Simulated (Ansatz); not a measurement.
# ZnO (zincite, P6_3mc): zone-centre modes against carrier density

Aim: how far do free carriers move the optical modes of ZnO (zincite, P6_3mc)?

Main program and level: Ansatz 0.2.0; DFT LDA, scalar-relativistic, plane waves, PAW; PAW set soft_1.

## (1) The starting structure

The structure is hexagonal, space group P6_3mc (No. 186). Conventional cell: a = 3.249 Å, b = 3.249 Å, c = 5.206 Å, α = 90.00°, β = 90.00°, γ = 120.00°. Nearest to O lie 4 Zn at 1.97 to 1.98 Å. Zn has 4 O at 1.97 to 1.98 Å nearest. Farther neighbours and most contacts between anions are not listed.

## (2) Relaxation

Harmonic phonons are second derivatives at a point where the forces vanish, and they are wanted at zero stress, so atoms and cell are relaxed first.

Contents of input.yaml:

```yaml
crystal:
  lattice:
    - [3.249308, 0.0, 0.0]
    - [-1.624654, 2.8139832727, 0.0]
    - [0.0, 0.0, 5.205709]
  atoms:
    - { symbol: O, position: [0.66666667, 0.33333333, 0.37901] }
    - { symbol: O, position: [0.33333333, 0.66666667, 0.87901] }
    - { symbol: Zn, position: [0.33333333, 0.66666667, 0.5] }
    - { symbol: Zn, position: [0.66666667, 0.33333333, 0.0] }
kpoints:
  mp_grid: { grid: [9, 9, 6] }
hamiltonian:
  xc: lda
  pseudopotentials: { kind: paw, azcp: { folder: soft_1 }, xc_functional: pbe }
scf:
  occupations: { method: gaussian, width: 0.02 }
output:
  forces: true
  stress: true
  eigenvalues: true
  write_density: true
  write_potential: true
  elf: true
  volumetric_format: npy
relax:
  adjacent_minimum: "off"
  f_tol: 0.005
  max_steps: 80
  cell: { stress_tol: 0.05 }
```

Command:

```
> ansatz run input.yaml --threads 8 --pin off --max-ram 16384MiB --backend cpu --events-out ev --progress --plain --runs-dir out
```

Numbers of over 12 decimals in the logs are rounded to 6 here.

The program printed:

```text
Engine: ansatz 0.2.0, aarch64-unknown-linux-gnu
Pseudopotentials: kind: paw
Pseudopotential: O, paw, valence charge 6, recommended cutoff 420 eV (normal), soft_1/O.paw.azcp
Pseudopotential: Zn, paw, valence charge 12, recommended cutoff 420 eV (normal), soft_1/Zn.paw.azcp
Functional definition: SPW92
  exchange = slater_x
  correlation = pw_c
Crystal: 4 atoms, lattice volume = 47.598 Å³
Basis set: ecut = 420 eV, 941 PW (Γ)
Bands: 22, of which v1, the nominal top of the filled ones, is band 18 counted from 1 (17 counted from 0)
Symmetry: 12 space group operations
Space group: P63mc (ITA 186), of the structure as read, at distance tolerance 3.6e-5 Å
k-points: 48 of 486 (time reversal used)
Non-local potential: O, projectors of the file, l = 0: 2, l = 1: 2, l = 2: 1
Non-local potential: Zn, projectors of the file, l = 0: 2, l = 1: 2, l = 2: 3, l = 3: 1
PAW form: soft (Blöchl's): semilocal exchange-correlation on the pseudo side does not see the compensation charge
PAW frozen core: O, regenerated for the run's functional, and the local potential with it (the file was generated under x = pbe(κ = 0.804, μ = 0.219515), c = pbe(β = 0.066725))
PAW frozen core: Zn, regenerated for the run's functional, and the local potential with it (the file was generated under x = pbe(κ = 0.804, μ = 0.219515), c = pbe(β = 0.066725))
PAW one-centre angular grid: O, 110 points (default); XC on 64 Gauss nodes
PAW one-centre angular grid: Zn, 590 points (default); XC on 64 Gauss nodes
Initial density: superposition of atomic densities (chi_scale 0.1, normalization cell, long waves kept (reshape's long-wave potential 0.00 eV rms))
Initial wavefunctions: pseudopotential atomic-orbital guess
Functional: x = slater, c = lda
SCF iter   1: F=—  HF=-7604.883740 eV  |F-HF|=—  |Δ(HF+E_count)|=         —  Δρ=1.09e-1  dr2=3.07e0  ethr=3.10e-3  ⟨swp⟩=6.1  Hψ=5383  notcnv=0
preconditioner: auto → Resta (q_TF=auto, 2.604 Å⁻¹)  ε∞=6.5  [insulator: Δε(μ)=1.122 eV  Ē_g=13.797 eV  σ=0.020 eV  W_gap=1.00  n_scr=22 (ndim 8)  ℏωp=32.3 eV  f_vac=0.000  D(μ)=0.00/eV (n_scr^D=0)  ε∞_Penn≈6.5]
SCF iter   2: F=—  HF=-7604.017565 eV  |F-HF|=—  |Δ(HF+E_count)|=   8.66e-1  Δρ=2.23e-2  dr2=1.71e-1  ethr=3.10e-3  ⟨swp⟩=2.5  Hψ=2431  notcnv=0
SCF iter   3: F=—  HF=-7603.909531 eV  |F-HF|=—  |Δ(HF+E_count)|=   1.08e-1  Δρ=1.64e-2  dr2=1.14e-1  ethr=4.76e-4  ⟨swp⟩=2.0  Hψ=2400  notcnv=0
SCF iter   4: F=—  HF=-7603.896632 eV  |F-HF|=—  |Δ(HF+E_count)|=   1.29e-2  Δρ=6.98e-3  dr2=1.47e-2  ethr=3.17e-4  ⟨swp⟩=2.1  Hψ=2024  notcnv=0
SCF iter   5: F=—  HF=-7603.902090 eV  |F-HF|=—  |Δ(HF+E_count)|=   5.46e-3  Δρ=1.75e-3  dr2=1.90e-3  ethr=4.07e-5  ⟨swp⟩=2.1  Hψ=2260  notcnv=0
SCF iter   6: F=—  HF=-7603.901849 eV  |F-HF|=—  |Δ(HF+E_count)|=   2.42e-4  Δρ=6.90e-4  dr2=1.60e-4  ethr=5.29e-6  ⟨swp⟩=2.8  Hψ=1957  notcnv=0
SCF iter   7: F=—  HF=-7603.901886 eV  |F-HF|=—  |Δ(HF+E_count)|=   3.74e-5  Δρ=1.57e-4  dr2=5.72e-6  ethr=4.43e-7  ⟨swp⟩=2.4  Hψ=1832  notcnv=0
SCF iter   8: F=—  HF=-7603.901885 eV  |F-HF|=—  |Δ(HF+E_count)|=   4.36e-7  Δρ=1.89e-5  dr2=1.85e-7  ethr=1.59e-8  ⟨swp⟩=2.0  Hψ=1782  notcnv=0
SCF iter   9: F=-7603.901886 eV  HF=-7603.901886 eV  |F-HF|=5.55e-11  |Δ(HF+E_count)|=   4.28e-8  Δρ=2.95e-6  dr2=4.83e-9  ethr=2.78e-10  ⟨swp⟩=8.9  Hψ=7370  notcnv=0
SCF 1 converged in 9 iterations: F = -7603.901886 eV  dr2 = 4.83e-9
  greatest PAW one-centre occupation: 0.988 electrons in one spin orbital (limit 2), on the Zn atom at site 2 (counted from 0), in its partial waves of l = 2
relax step   1: F+E_penalty+E_count = -7603.90188553 eV  Δ(F+E_penalty+E_count) = +0.000e0 eV  max|allowed force component| = 5.162e-2 eV/Å  Δτ_max = 0.0000 Å  P = -7.043 GPa  Ω = 47.598 Å³  (9 SCF iters, dr2 threshold 1.00e-7 eV, accepted)
Crystal: 4 atoms, lattice volume = 46.412 Å³
Initial density: handed on by an earlier stage of this run
Initial wavefunctions: those handed on with the density
iter 1 solved again at ethr=8.46e-6 eV; its pass at ethr=3.10e-3 eV (dr2=3.05e-3 eV) is discarded
SCF iter   1: F=—  HF=-7603.947099 eV  |F-HF|=—  |Δ(HF+E_count)|=         —  Δρ=2.87e-3  dr2=2.95e-3  ethr=8.46e-6  ⟨swp⟩=2.1  Hψ=6618  notcnv=0
preconditioner: auto → Resta (q_TF=auto, 2.615 Å⁻¹)  ε∞=7.6  [insulator: Δε(μ)=0.794 eV  Ē_g=12.755 eV  σ=0.020 eV  W_gap=1.00  n_scr=22 (ndim 8)  ℏωp=32.7 eV  f_vac=0.027  D(μ)=0.00/eV (n_scr^D=0)  ε∞_Penn≈7.6]
SCF iter   2: F=—  HF=-7603.946347 eV  |F-HF|=—  |Δ(HF+E_count)|=   7.52e-4  Δρ=7.40e-4  dr2=2.48e-4  ethr=8.18e-6  ⟨swp⟩=2.0  Hψ=1999  notcnv=0
SCF iter   3: F=—  HF=-7603.946275 eV  |F-HF|=—  |Δ(HF+E_count)|=   7.16e-5  Δρ=4.66e-4  dr2=1.27e-4  ethr=6.89e-7  ⟨swp⟩=2.0  Hψ=1692  notcnv=0
SCF iter   4: F=—  HF=-7603.946253 eV  |F-HF|=—  |Δ(HF+E_count)|=   2.25e-5  Δρ=3.64e-4  dr2=3.03e-5  ethr=3.53e-7  ⟨swp⟩=2.1  Hψ=1806  notcnv=0
SCF iter   5: F=—  HF=-7603.946247 eV  |F-HF|=—  |Δ(HF+E_count)|=   6.02e-6  Δρ=1.08e-4  dr2=3.13e-6  ethr=8.42e-8  ⟨swp⟩=2.0  Hψ=1809  notcnv=0
SCF iter   6: F=-7603.946248 eV  HF=-7603.946248 eV  |F-HF|=8.18e-8  |Δ(HF+E_count)|=   1.18e-6  Δρ=1.69e-5  dr2=8.73e-8  ethr=1.11e-9  ⟨swp⟩=8.0  Hψ=8264  notcnv=0
SCF 2 converged in 6 iterations: F = -7603.946248 eV  dr2 = 8.73e-8
relax step   2: F+E_penalty+E_count = -7603.94624796 eV  Δ(F+E_penalty+E_count) = -4.436e-2 eV  max|allowed force component| = 3.854e-2 eV/Å  Δτ_max = 0.0007 Å  P = -3.473 GPa  Ω = 46.412 Å³  energy of the carried Pulay correction = +4.243e-3 eV  (6 SCF iters, dr2 threshold 4.00e-7 eV, accepted)
Crystal: 4 atoms, lattice volume = 45.306 Å³
Basis set: ecut = 420 eV, 881 PW (Γ)
iter 1 solved again at ethr=8.24e-6 eV; its pass at ethr=3.10e-3 eV (dr2=2.97e-3 eV) is discarded
SCF iter   1: F=—  HF=-7603.962851 eV  |F-HF|=—  |Δ(HF+E_count)|=         —  Δρ=2.88e-3  dr2=2.88e-3  ethr=8.24e-6  ⟨swp⟩=2.1  Hψ=6676  notcnv=0
preconditioner: auto → Resta (q_TF=auto, 2.626 Å⁻¹)  ε∞=7.6  [insulator: Δε(μ)=0.824 eV  Ē_g=12.931 eV  σ=0.020 eV  W_gap=1.00  n_scr=22 (ndim 8)  ℏωp=33.1 eV  f_vac=0.022  D(μ)=0.00/eV (n_scr^D=0)  ε∞_Penn≈7.6]
SCF iter   2: F=—  HF=-7603.962109 eV  |F-HF|=—  |Δ(HF+E_count)|=   7.42e-4  Δρ=7.28e-4  dr2=2.29e-4  ethr=8.00e-6  ⟨swp⟩=2.0  Hψ=1985  notcnv=0
SCF iter   3: F=—  HF=-7603.962044 eV  |F-HF|=—  |Δ(HF+E_count)|=   6.49e-5  Δρ=4.59e-4  dr2=1.16e-4  ethr=6.35e-7  ⟨swp⟩=2.0  Hψ=1702  notcnv=0
SCF iter   4: F=—  HF=-7603.962024 eV  |F-HF|=—  |Δ(HF+E_count)|=   1.96e-5  Δρ=3.60e-4  dr2=2.86e-5  ethr=3.22e-7  ⟨swp⟩=2.0  Hψ=1797  notcnv=0
SCF iter   5: F=—  HF=-7603.962018 eV  |F-HF|=—  |Δ(HF+E_count)|=   6.53e-6  Δρ=1.04e-4  dr2=2.83e-6  ethr=7.96e-8  ⟨swp⟩=2.0  Hψ=1810  notcnv=0
SCF iter   6: F=-7603.962019 eV  HF=-7603.962019 eV  |F-HF|=7.25e-8  |Δ(HF+E_count)|=   1.14e-6  Δρ=1.67e-5  dr2=7.41e-8  ethr=1.11e-9  ⟨swp⟩=8.1  Hψ=8350  notcnv=0
SCF 3 converged in 6 iterations: F = -7603.962019 eV  dr2 = 7.41e-8
relax step   3: F+E_penalty+E_count = -7603.96201871 eV  Δ(F+E_penalty+E_count) = -1.577e-2 eV  max|allowed force component| = 8.614e-4 eV/Å  Δτ_max = 0.0007 Å  P = +0.315 GPa  Ω = 45.306 Å³  energy of the carried Pulay correction = +8.293e-3 eV  (6 SCF iters, dr2 threshold 4.00e-7 eV, accepted)
[...]
relax step   4: F+E_penalty+E_count = -7603.96178457 eV  Δ(F+E_penalty+E_count) = +2.341e-4 eV  max|allowed force component| = 4.838e-4 eV/Å  Δτ_max = 0.0000 Å  P = +0.003 GPa  Ω = 45.392 Å³  energy of the carried Pulay correction = +7.975e-3 eV  (4 SCF iters, dr2 threshold 2.65e-7 eV, accepted)
[...]
relax step   5: F+E_penalty+E_count = -7603.95525011 eV  Δ(F+E_penalty+E_count) = +6.534e-3 eV  max|allowed force component| = 6.843e-4 eV/Å  Δτ_max = 0.0000 Å  P = -0.209 GPa  Ω = 45.392 Å³  stress off target by 2.25e-1 GPa  SCF on the basis re-selected at this cell (its energy is not comparable with the rows above)  (7 SCF iters)
[...]
relax step   6: F+E_penalty+E_count = -7603.95549835 eV  Δ(F+E_penalty+E_count) = -2.482e-4 eV  max|allowed force component| = 3.586e-4 eV/Å  Δτ_max = 0.0001 Å  P = -0.002 GPa  Ω = 45.334 Å³  energy of the carried Pulay correction = +2.095e-4 eV  (4 SCF iters, dr2 threshold 1.26e-7 eV, accepted)
iter 1 solved again at ethr=3.61e-7 eV; its pass at ethr=3.10e-3 eV (dr2=1.30e-4 eV) is discarded
SCF iter   1: F=—  HF=-7603.955352 eV  |F-HF|=—  |Δ(HF+E_count)|=         —  Δρ=2.41e-5  dr2=1.31e-7  ethr=3.61e-7  ⟨swp⟩=3.1  Hψ=8418  notcnv=0
eigensolver tolerance schedule: the retry pair's looser diagonalisation over-reported the residual by 988.67 of it (diagonalisation noise at 0.13 of the residual, at the tolerance the schedule requests for it); recorded, not acted on — ethr = c·dr2/N_el stays at c = 1.0e-1
preconditioner: auto → Resta (q_TF=auto, 2.625 Å⁻¹)  ε∞=7.6  [insulator: Δε(μ)=0.794 eV  Ē_g=12.905 eV  σ=0.020 eV  W_gap=1.00  n_scr=22 (ndim 8)  ℏωp=33.1 eV  f_vac=0.025  D(μ)=0.00/eV (n_scr^D=0)  ε∞_Penn≈7.6]
SCF iter   2: F=—  HF=-7603.955352 eV  |F-HF|=—  |Δ(HF+E_count)|=   2.64e-7  Δρ=9.16e-6  dr2=2.06e-8  ethr=3.65e-10  ⟨swp⟩=2.9  Hψ=2189  notcnv=0
SCF iter   3: F=—  HF=-7603.955352 eV  |F-HF|=—  |Δ(HF+E_count)|=   3.02e-9  Δρ=6.40e-6  dr2=8.83e-9  ethr=5.71e-11  ⟨swp⟩=2.0  Hψ=1771  notcnv=0
SCF iter   4: F=—  HF=-7603.955352 eV  |F-HF|=—  |Δ(HF+E_count)|=   1.26e-9  Δρ=2.60e-6  dr2=2.54e-9  ethr=2.45e-11  ⟨swp⟩=1.4  Hψ=1327  notcnv=0
SCF iter   5: F=—  HF=-7603.955352 eV  |F-HF|=—  |Δ(HF+E_count)|=  1.44e-10  Δρ=1.23e-6  dr2=5.92e-10  ethr=7.07e-12  ⟨swp⟩=1.0  Hψ=1056  notcnv=0
SCF iter   6: F=-7603.955352 eV  HF=-7603.955352 eV  |F-HF|=1.09e-11  |Δ(HF+E_count)|=  6.37e-11  Δρ=2.70e-7  dr2=2.51e-11  ethr=1.00e-12  ⟨swp⟩=5.0  Hψ=6076  notcnv=0
SCF 7 converged in 6 iterations: F = -7603.955352 eV  dr2 = 2.51e-11
relax step   7: F+E_penalty+E_count = -7603.95535228 eV  Δ(F+E_penalty+E_count) = +1.461e-4 eV  max|allowed force component| = 3.470e-4 eV/Å  Δτ_max = 0.0000 Å  P = -0.005 GPa  Ω = 45.334 Å³  stress off target by 9.08e-3 GPa  SCF on the basis re-selected at this cell (its energy is not comparable with the rows above)  (6 SCF iters)
basis re-selected at this cell: Δ(F+E_penalty+E_count) = +1.461e-4 eV, ΔP = -0.003 GPa vs the last step (what re-selecting the basis moved, of the pressure what is left beyond the Pulay correction that the steps carried, after the strain that the cell walked since its last selection, with what the two solves' SCF thresholds leave and, on support functions, any second-order correction that the steps lacked; it is no m [...]
SCF converged after 6 iterations
Free energy (F): -7603.955352 eV
Harris-Foulkes:  -7603.955352 eV  (|F-HF|=1.09e-11)
Internal energy: -7603.955352 eV  (E = F + TS)
E sigma→0 (E₀):  -7603.955352 eV
Fermi energy:    7.884119 eV
--- Per-component energies (eV) ---
  E_band       = 67.938719
  E_kinetic    = 631.685122
  E_local      = -4370.357975  (includes V_loc(G=0)·N_el)
  E_nonlocal   = 1763.223665
  E_hartree    = 1633.789940
  E_xc         = -295.641703
  E_vxc        = -283.482468  (∫ρ·V_xc dr)
  E_paw        = -3958.608713  (= ΣΔE_a)
  E_vpaw       = -940.710517  (= ΣTr[D̂ρ^β])
  E_aug_tail   = 0.001150  (compensation charges beyond the density's cutoff)
  E_ewald      = -3011.354969
  E_core_change = 3.308130  (= ΣΔE_core)
  E_smearing   = -0.000000  (= −TS)
  E_closure    = 0.000000  (closes the sum)
  Σ components = -7603.955352   (vs F -7603.955352, Δ=0.00e0)
--- Forces (eV/Å), atoms counted from 1 ---
  atom   1  O      0.00000000    -0.00000000    -0.00035008
  atom   2  O     -0.00000000     0.00000000    -0.00035008
  atom   3  Zn    -0.00000000    -0.00000000     0.00034386
  atom   4  Zn     0.00000000     0.00000000     0.00034386
  max |Σ_I F_I| component: 1.24e-5 eV/Å
--- Stress (GPa, compression-positive) ---
       -0.009081       0.000000       0.000000
        0.000000      -0.009081       0.000000
        0.000000       0.000000       0.002622
  P = ⅓ Tr σ = -0.0052 GPa (-0.052 kbar)
--- Band table (eV; the first three rows and the last of 48) ---
  k-point 0: bands = [... 14 lower, 6.6272, 7.3796, 7.4870, 7.4870, 8.2809, 12.7707, 15.6760, 20.4732]
  k-point 1: bands = [... 14 lower, 6.6852, 6.8177, 7.4305, 7.4305, 8.9280, 12.5255, 15.8905, 20.4764]
  k-point 2: bands = [... 14 lower, 6.8443, 6.8443, 7.2747, 7.2747, 9.9392, 11.8745, 16.5114, 18.9490]
  k-point 47: bands = [... 14 lower, 4.6038, 4.6038, 6.1142, 6.1142, 15.4053, 15.4053, 15.5625, 15.5625]
--- Relaxed structure (5 steps of the walk, 5 accepted, 2 SCFs on fresh bases) ---
  F+E_penalty+E_count = -7603.95535228 eV   max|allowed force component| = 3.470e-4 eV/Å   (the final SCF, on the basis selected at the relaxed cell)
  cell:  # Å, volume = 45.3345 Å³
    - [3.187455, 0, 0.0]
    - [-1.593727, 2.760417, -1.5243647976123134e-18]
    - [0, -2.819988172343121e-18, 5.152403]
  atoms:
    - { symbol: O, position: [0.666667, 0.333333, 0.378738] }
    - { symbol: O, position: [0.333333, 0.666667, 0.878738] }
    - { symbol: Zn, position: [0.333333, 0.666667, 0.500272] }
    - { symbol: Zn, position: [0.666667, 0.333333, 0.000272441] }
```

Wall time 5.5 s (8 threads of Arm Neoverse V2, shared host); peak memory 0.46 GiB.

Relaxation path:

| step | energy less that of the first step (eV) | largest force component (eV/Å) | pressure (GPa) | volume (Å³) |
| --- | --- | --- | --- | --- |
| 1 | 0.0000 | 0.0516 | -7.04 | 47.60 |
| 2 | -0.0444 | 0.0385 | -3.47 | 46.41 |
| 3 | -0.0601 | 0.0009 | 0.31 | 45.31 |
| 4 | -0.0599 | 0.0005 | 0.00 | 45.39 |
| 5* | -0.0534 | 0.0007 | -0.21 | 45.39 |
| 6 | -0.0536 | 0.0004 | 0.00 | 45.33 |
| 7* | -0.0535 | 0.0003 | -0.01 | 45.33 |

Relaxation steps marked * repeat the geometry before them on a plane-wave basis chosen anew for their cell, so energy and pressure can jump there.

The run keeps the 12 symmetry operations that it works with, so distortions that break them were not tested.

| conventional cell, symmetrised | before | after | change |
| --- | --- | --- | --- |
| a (Å) | 3.249 | 3.187 | -1.9 % |
| b (Å) | 3.249 | 3.187 | -1.9 % |
| c (Å) | 5.206 | 5.152 | -1.0 % |
| volume (Å³/atom) | 11.90 | 11.33 | -4.8 % |

The relaxed structure:

```xyz
4
Lattice="3.1875 0.0000 0.0000 -1.5937 2.7604 0.0000 0.0000 0.0000 5.1524" Properties=species:S:1:pos:R:3 pbc="T T T"
O     1.5937    0.9201    1.9514
O     0.0000    1.8403    4.5276
Zn    0.0000    1.8403    2.5776
Zn    1.5937    0.9201    0.0014
```

Numbers from this step:

| Item | Value |
| --- | --- |
| pressure | -0.005180 GPa |
| gap on the k-mesh | 0.7939 eV |
| volume per atom | 11.33 Å³ |

Valence density in the ac plane at fractional y = 0.333, with atoms of O and Zn within 0.2 Å of it. It is the smooth field of the valence electrons, not physical close to the nuclei.

Ten steps, logarithmic in the rise over the least value, from '0' (0 e/Å³) to '9' (40 e/Å³):
```
1111111246897521
1111111134665321
1111111122333211
0111110011111110
0011100000110000
0000000000000000
0000000000000000
0000000000000000
0000000000000000
0000000000000000
0001000000000000
0111100011111110
1111111122332211
1111111234444321
1111111235665421
1000011245666431
0000001245665421
0000001234554321
0000000123333210
0000000112222110
0000000011111100
0000000011221100
0000000122333210
0000000134665321
0000001246897521
1000001247998531
```
Columns run along a (3.2 Å), rows up along c (5.2 Å). Atoms in or near the plane, at fractional coordinates: O at (0.67, 0.38), Zn at (0.67, 0.00).

Electrostatic potential energy in the ac plane at fractional y = 0.333, with atoms of O and Zn within 0.2 Å of it. With pseudopotentials it is smooth inside the atoms' cores, unlike the true potential.

Ten even steps from '_' (-52 eV) to '@' (12 eV):
```
@@@@@@@@@@@@%%++::________..==##
@@@@@@@@@@@@%%**--..____..--++%%
@@@@@@@@@@@@@@%%++==--::--++##@@
@@@@@@@@@@@@@@@@%%****++**##@@@@
@@@@@@@@@@@@@@@@@@@@%%%%%%@@@@@@
@@@@@@@@@@@@@@@@@@@@@@@@@@@@@@@@
@@@@@@@@@@@@@@@@@@@@@@@@@@@@@@@@
@@@@@@@@@@@@@@@@@@@@@@@@@@@@@@@@
@@@@@@@@@@@@@@@@@@@@@@@@@@@@@@@@
@@@@@@@@@@@@@@@@@@@@@@@@@@@@@@@@
@@@@%%%%%%@@@@@@@@@@@@@@@@@@@@@@
@@%%%%##%%%%@@@@@@@@@@@@@@@@@@@@
@@%%####%%%%@@@@@@%%****##@@@@@@
@@%%%%##%%%%@@@@##==----==**@@@@
@@@@%%%%%%@@@@%%++--::::--==##@@
@@@@@@@@@@@@@@%%==--....::==##@@
@@@@@@@@@@@@@@%%++--::..--==##@@
@@@@@@@@@@@@@@@@**==------++%%@@
@@@@@@@@@@@@@@@@@@**++++**%%@@@@
@@@@@@@@@@@@@@@@@@@@%%%%@@@@@@@@
@@@@@@@@@@@@@@@@@@@@%%%%%%@@@@@@
@@@@@@@@@@@@@@@@%%****++**##@@@@
@@@@@@@@@@@@@@%%++==--::--++##@@
@@@@@@@@@@@@%%**--..____..--++%%
@@@@@@@@@@@@%%++::________..==##
@@@@@@@@@@@@##==..__________--**
```
Columns run along a (3.2 Å; values clipped at the 3rd and 97th percentile), rows up along c (5.2 Å). Atoms in or near the plane, at fractional coordinates: O at (0.67, 0.38), Zn at (0.67, 0.00).

ELF in the ac plane at fractional y = 0.333, with atoms of O and Zn within 0.2 Å of it. It is the smooth field of the valence electrons, not physical close to the nuclei.

Ten even steps from '_' (0.00) to '@' (0.83):
```
::--++++==::....____________....
::++****++--::..____________....
--++####**==::......____........
--********==::................::
--++****++==::......::::......::
::========--::..................
..::::--::::..________________..
............____________________
............____________________
....................::::........
....::::......::--==++++==--::..
....::::......--++##%%%%##**==::
............::++%%@@@@@@@@%%**--
::..........--##@@@@@@%%@@@@%%==
::........::++%%@@%%****%%@@@@**
--........::**@@@@##==--**@@@@##
--........--**@@@@%%++++##@@@@##
--....__..::++%%@@@@%%%%@@@@@@**
::..____..::==##@@@@@@@@@@@@##++
..________..::==**##%%%%##**++--
..__________..::::::----::::::..
..__________....................
....______..........______......
..................__________....
....::::::......____________....
..::====--::....____________....
```
Columns run along a (3.2 Å), rows up along c (5.2 Å). Atoms in or near the plane, at fractional coordinates: O at (0.67, 0.38), Zn at (0.67, 0.00).

In this step the volume went from 11.90 to 11.33 Å³/atom.

(Continued in part 2 of 2.)

[Logs are printed without paths, hosts, clocks, repeated set-up lines and the standing remarks that a program may print on its own settings, such as how far it seeks lower states.]

[Hosts, paths, dates, database ids (printed as entryN), source tags and the programs' standing remarks are cut or masked in the printed files.]
